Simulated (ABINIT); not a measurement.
## AlBiS3 (Pm-3m): zone-centre phonons

Which modes does AlBiS3 (Pm-3m) have at the zone centre?

Method: DFT PBE, scalar-relativistic, plane waves, PseudoDojo norm-conserving pseudopotentials, in ABINIT 10.8.3.

This is a report of a sequence of runs, with most program output left out.

The structure was built from a prototype and need not be the compound's stable phase.

## Step 1: Starting point

The structure is cubic, space group Pm-3m (No. 221). The conventional cell has a = 4.617 Å, b = 4.617 Å, c = 4.617 Å, α = 90.00°, β = 90.00°, γ = 90.00°. Nearest to Bi lie 12 S at 3.26 Å. Nearest to Al lie 6 S at 2.31 Å. S has 2 Al at 2.31 Å and 4 Bi at 3.26 Å nearest. Farther neighbours and most contacts between anions are not listed.

## Step 2: A first look

A first run with smearing and empty bands tells whether the crystal has a gap, which decides between fixed occupations and smearing later on.

File probe.abi:

```
# ground state
tolvrs 1.0d-08
prtden 1
prtwf 1

# basis, mesh and filling
ecut 36.0
ecutsm 3.0
ngkpt 4 4 4
nshiftk 1
shiftk 0.0 0.0 0.0
istwfk *1
occopt 7
tsmear 0.005
nband 26
nstep 100
diemac 9.0
prtebands 0
prtgsr 0
useylm 1

# cell and atoms
acell 8.725243463 8.725243463 8.725243463
rprim 
    1.0 0.0 0.0
    0.0 1.0 0.0
    0.0 0.0 1.0
ntypat 3
znucl 83 13 16
natom 5
typat 1 2 3 3 3
xred 
    0.0 0.0 0.0
    0.5 0.5 0.5
    0.5 0.5 0.0
    0.5 0.0 0.5
    0.0 0.5 0.5
pp_dirpath "./pseudo"
pseudos "Bi.upf, Al.upf, S.upf"
```

Launch:

```sh
$ OMP_NUM_THREADS=1 mpirun -n 4 abinit probe.abi > probe.log
```

Wall time 31 s (4 MPI ranks of Arm Neoverse N1, shared host).

Read from the output:

```yaml
volume_per_atom: 19.69 Å³
pressure: 2.185 GPa
gap_on_the_k_mesh: 0 eV
```

No gap opens on this mesh, so smearing is kept.

## Step 3: Rough relaxation

The typed start is rough, so a first relaxation with smearing and loose thresholds takes it towards rest cheaply.

File prerelax.abi:

```
# relaxation
ionmov 2
optcell 2
dilatmx 1.15
chkdilatmx 0
ntime 40
tolmxf 3.0d-04
tolvrs 1.0d-10
prtwf 0
prtden 0
chksymtnons 0

# basis, mesh and filling
ecut 28.8
ecutsm 3.0
ngkpt 4 4 4
nshiftk 1
shiftk 0.0 0.0 0.0
istwfk *1
occopt 7
tsmear 0.005
nband 26
nstep 100
diemac 1000000.0
prtebands 0
prtgsr 0
useylm 1

# cell and atoms
acell 8.725243463 8.725243463 8.725243463
rprim 
    1.0 0.0 0.0
    0.0 1.0 0.0
    0.0 0.0 1.0
ntypat 3
znucl 83 13 16
natom 5
typat 1 2 3 3 3
xred 
    0.0 0.0 0.0
    0.5 0.5 0.5
    0.5 0.5 0.0
    0.5 0.0 0.5
    0.0 0.5 0.5
pp_dirpath "./pseudo"
pseudos "Bi.upf, Al.upf, S.upf"
```

Launch:

```sh
$ OMP_NUM_THREADS=1 mpirun -n 4 abinit prerelax.abi > prerelax.log
```

Elapsed: 1.8 min, on 4 MPI ranks.

The steps of the relaxation:

| step | energy less that of the first step (eV) | largest force (eV/Å) | volume (Å³) |
| --- | --- | --- | --- |
| 1 | 0.0000 | 0.0000 | 98.43 |
| 2 | -0.0078 | 0.0000 | 99.09 |
| 3 | -0.0172 | 0.0000 | 100.94 |

| conventional cell, symmetrised | before | after | change |
| --- | --- | --- | --- |
| a (Å) | 4.617 | 4.656 | +0.8 % |
| b (Å) | 4.617 | 4.656 | +0.8 % |
| c (Å) | 4.617 | 4.656 | +0.8 % |
| volume (Å³/atom) | 19.69 | 20.19 | +2.6 % |

Read from the output:

```yaml
volume_per_atom: 20.19 Å³
pressure: 0.05208 GPa
```

The volume changes by +2.6 % in this run and stands +2.6 % from the first cell.

## Step 4: Relaxing the cell and atoms

The harmonic expansion needs vanishing forces, and a free crystal bears no stress, so cell and atoms are brought to rest. Stress is more sensitive to the basis than forces are: the last 3 Ha under the cutoff are smoothed with ecutsm.

File relax.abi:

```
# relaxation
ionmov 2
optcell 2
dilatmx 1.08
ntime 40
tolmxf 1.0d-05
tolvrs 1.0d-14
prtwf 0
prtden 0
chksymtnons 0

# basis, mesh and filling
ecut 36.0
ecutsm 3.0
ngkpt 6 6 6
nshiftk 1
shiftk 0.0 0.0 0.0
istwfk *1
occopt 7
tsmear 0.01
nband 26
nstep 100
diemac 1000000.0
prtebands 0
prtgsr 0
useylm 1

# cell and atoms
acell 8.798787684 8.798787684 8.798787684
rprim 
    1.0 0.0 0.0
    0.0 1.0 0.0
    0.0 0.0 1.0
ntypat 3
znucl 83 13 16
natom 5
typat 1 2 3 3 3
xred 
    0.0 0.0 0.0
    0.5 0.5 0.5
    0.5 0.5 0.0
    0.5 0.0 0.5
    0.0 0.5 0.5
pp_dirpath "./pseudo"
pseudos "Bi.upf, Al.upf, S.upf"
```

Launch:

```sh
$ OMP_NUM_THREADS=1 mpirun -n 4 abinit relax.abi > relax.log
```

Run time: 4 min. Hardware: 4 MPI ranks; 16 min of CPU time.

The steps of the relaxation:

| step | energy less that of the first step (eV) | largest force (eV/Å) | volume (Å³) |
| --- | --- | --- | --- |
| 1 | 0.0000 | 0.0000 | 100.94 |
| 2 | -0.0003 | 0.0000 | 101.08 |
| 3 | -0.0008 | 0.0000 | 101.50 |

| conventional cell, symmetrised | before | after | change |
| --- | --- | --- | --- |
| a (Å) | 4.656 | 4.665 | +0.2 % |
| b (Å) | 4.656 | 4.665 | +0.2 % |
| c (Å) | 4.656 | 4.665 | +0.2 % |
| volume (Å³/atom) | 20.19 | 20.30 | +0.6 % |

Read from the output:

* volume per atom: 20.30 Å³
* pressure: 0.002480 GPa

The volume changes by +0.6 % in this run and stands +3.1 % from the first cell.

## Step 5: Self-consistent run for the response

First-order wavefunctions inherit every error of the ground state, hence the very tight tolvrs. ecutsm is kept as in the relaxation, so that the cell stays at rest. Smearing stays on, as the first look found no gap above 0.3 eV.

File gs.abi:

```
# ground state
tolvrs 1.0d-16
prtden 1
prtwf 1

# basis, mesh and filling
ecut 36.0
ecutsm 3.0
ngkpt 6 6 6
nshiftk 1
shiftk 0.0 0.0 0.0
istwfk *1
occopt 7
tsmear 0.01
nband 26
nstep 100
diemac 1000000.0
prtebands 0
prtgsr 0
useylm 1

# cell and atoms
acell 8.814935112 8.814935112 8.814935112
rprim 
    1.0 0.0 0.0
    0.0 1.0 0.0
    0.0 0.0 1.0
ntypat 3
znucl 83 13 16
natom 5
typat 1 2 3 3 3
xred 
    0.0 0.0 0.0
    0.5 0.5 0.5
    0.5 0.5 0.0
    0.5 0.0 0.5
    0.0 0.5 0.5
pp_dirpath "./pseudo"
pseudos "Bi.upf, Al.upf, S.upf"
```

Launch:

```sh
$ OMP_NUM_THREADS=1 mpirun -n 4 abinit gs.abi > gs.log
```

Elapsed: 70 s, on 4 MPI ranks.

Numbers from this step:

* pressure: 0.002482 GPa

The cell stands at 0.0025 GPa, close enough for phonons.

## Step 6: Linear response at Γ

At q = 0 one unit cell holds all displacements. The response is solved for single atoms along the cell's directions, and symmetry skips those that follow from others. The crystal is treated as a metal, which screens a static field, so no field response is asked.

File dfpt_gamma.abi:

```

# common to the responses
getwfk_filepath "gso_WFK"
kptopt 2
nqpt 1
qpt 0.0 0.0 0.0
asr 0
chneut 0

# displacements
rfphon 1
rfatpol 1 5
rfdir 1 1 1
tolvrs 1.0d-10
prtwf 0

# basis, mesh and filling
ecut 36.0
ecutsm 3.0
ngkpt 6 6 6
nshiftk 1
shiftk 0.0 0.0 0.0
istwfk *1
occopt 7
tsmear 0.01
nband 26
nstep 100
diemac 1000000.0
prtebands 0
prtgsr 0
useylm 1

# cell and atoms
acell 8.814935112 8.814935112 8.814935112
rprim 
    1.0 0.0 0.0
    0.0 1.0 0.0
    0.0 0.0 1.0
ntypat 3
znucl 83 13 16
natom 5
typat 1 2 3 3 3
xred 
    0.0 0.0 0.0
    0.5 0.5 0.5
    0.5 0.5 0.0
    0.5 0.0 0.5
    0.0 0.5 0.5
pp_dirpath "./pseudo"
pseudos "Bi.upf, Al.upf, S.upf"
```

Launch:

```sh
$ OMP_NUM_THREADS=1 mpirun -n 4 abinit dfpt_gamma.abi > dfpt_gamma.log
```

Elapsed: 9.2 min, on 4 MPI ranks; 37 min of CPU time.

Read from the output:

```yaml
largest_acoustic_frequency_at_the_zone_centre_before_the_sum_rule: -2.27 cm⁻¹
highest_optical_zone_centre_mode_no_lo_to_term: 424.3 cm⁻¹
lowest_optical_zone_centre_mode: -154.9 cm⁻¹
```

The acoustic modes at Γ come out as far as 2.3 cm⁻¹ from zero, where they should vanish, a small numerical error. The lowest optical mode is imaginary, 155i cm⁻¹, an instability at this level and on this k mesh.

## Step 7: Modes with the sum rule

anaddb reads the merged derivatives and imposes the acoustic sum rule.

File anaddb.abi:

```
ddb_filepath "gamma_DDB"
output_file "anaddb.abo"
outdata_prefix "anaddb"
asr 1
chneut 1
enunit 2
eivec 1
nph1l 1
qph1l 0.0 0.0 0.0 1.0
```

File mrgddb.in:

```
gamma_DDB
merged
2
dfpt_gammao_DDB
gso_DDB
```

Launch:

```sh
$ mrgddb < mrgddb.in > mrgddb.log
$ OMP_NUM_THREADS=1 anaddb anaddb.abi > anaddb.log
```

Elapsed: 0.55 s, on 1 thread.

Read from the output:

```
highest optical zone-centre mode (no LO-TO term) : 424.2 cm⁻¹
```

No LO-TO term; unit eigenvectors of the mass-weighted matrix, from anaddb's displacements. The modes at Γ (shares of kinetic energy by element, %) (negative means imaginary):

| mode | frequency (cm⁻¹) | Bi % | Al % | S % |
| --- | --- | --- | --- | --- |
| 1 | -154.9 | 0 | 0 | 100 |
| 2 | -154.9 | 0 | 0 | 100 |
| 3 | -154.9 | 0 | 0 | 100 |
| 4 | -153.9 | 28 | 0 | 72 |
| 5 | -153.9 | 28 | 0 | 72 |
| 6 | -153.9 | 28 | 0 | 72 |
| 7 | 0.0 | 63 | 8 | 29 |
| 8 | 0.0 | 63 | 8 | 29 |
| 9 | 0.0 | 63 | 8 | 29 |
| 10 | 109.8 | 9 | 57 | 34 |
| 11 | 109.8 | 9 | 57 | 34 |
| 12 | 109.8 | 9 | 57 | 34 |
| 13 | 424.3 | 0 | 35 | 65 |
| 14 | 424.3 | 0 | 35 | 65 |
| 15 | 424.3 | 0 | 35 | 65 |

Displacements in mode 1 (-154.9 cm⁻¹), the largest set to 1:
```
Bi1  0.00  0.00  0.00
Al2  0.00  0.00  0.00
S3   0.00  0.00  0.00
S4   0.00  0.00 -1.00
S5   0.00  0.00  1.00
```

Displacements in mode 13 (424.3 cm⁻¹), the largest set to 1:
```
Bi1  0.00  0.00  0.00
Al2  0.00  0.00  0.81
S3   0.00  0.00 -1.00
S4   0.00  0.00  0.14
S5   0.00  0.00  0.14
```

The rule moves no optical mode by more than 0.1 cm⁻¹.

## Step 8: Sum rules set otherwise (asr 0)

Without the rule the raw error of the acoustic modes shows.

Changes to anaddb.abi since step 7:

```diff
@@ -3,4 +3,4 @@
 outdata_prefix "anaddb"
-asr 1
-chneut 1
+asr 0
+chneut 0
 enunit 2
```

mrgddb.in is that of step 7.

Run time: 0.54 s. Hardware: 1 thread.

Read from the output:

```
highest optical zone-centre mode (no LO-TO term) : 424.3 cm⁻¹
```

Zone-centre frequencies as printed; negative means imaginary. Modes:

| mode | frequency (cm⁻¹) |
| --- | --- |
| 1 | -154.9 |
| 2 | -154.9 |
| 3 | -154.9 |
| 4 | -153.9 |
| 5 | -153.9 |
| 6 | -153.9 |
| 7 | -2.27 |
| 8 | -2.27 |
| 9 | -2.27 |
| 10 | 109.9 |
| 11 | 109.9 |
| 12 | 109.9 |
| 13 | 424.3 |
| 14 | 424.3 |
| 15 | 424.3 |

## Step 9: What came out

| Property | Result |
| --- | --- |
| space group after relaxation | Pm-3m |
| volume per atom | 20.3 Å³ |
| highest optical zone-centre mode (no LO-TO term) | 424.2 cm⁻¹ |
| lowest optical zone-centre mode | -154.9 cm⁻¹ |
| imaginary optical modes at the zone centre (no q mesh in this session) | yes |

At the PBE level the optical modes of AlBiS3 (Pm-3m) at the zone centre run from 155i to 424 cm⁻¹, so the structure is a saddle point, with 6 modes beyond 10i cm⁻¹ there. These are harmonic frequencies at zero temperature: anharmonic shifts and linewidths and thermal expansion are left out. Spin-orbit coupling is left out, which can matter for the heavy elements here. In a metal the frequencies hang on the k mesh and the smearing, most of all near Kohn anomalies. The structure is a hypothetical one, built on a prototype.

[Host names and launcher messages were left out of these logs when they were recorded.]

[Logs are printed without paths, hosts, clocks, repeated set-up lines and the standing remarks that a program may print on its own settings, such as how far it seeks lower states.]

[Hosts, paths, dates, database ids (printed as entryN), source tags and the programs' standing remarks are cut or masked in the printed files.]
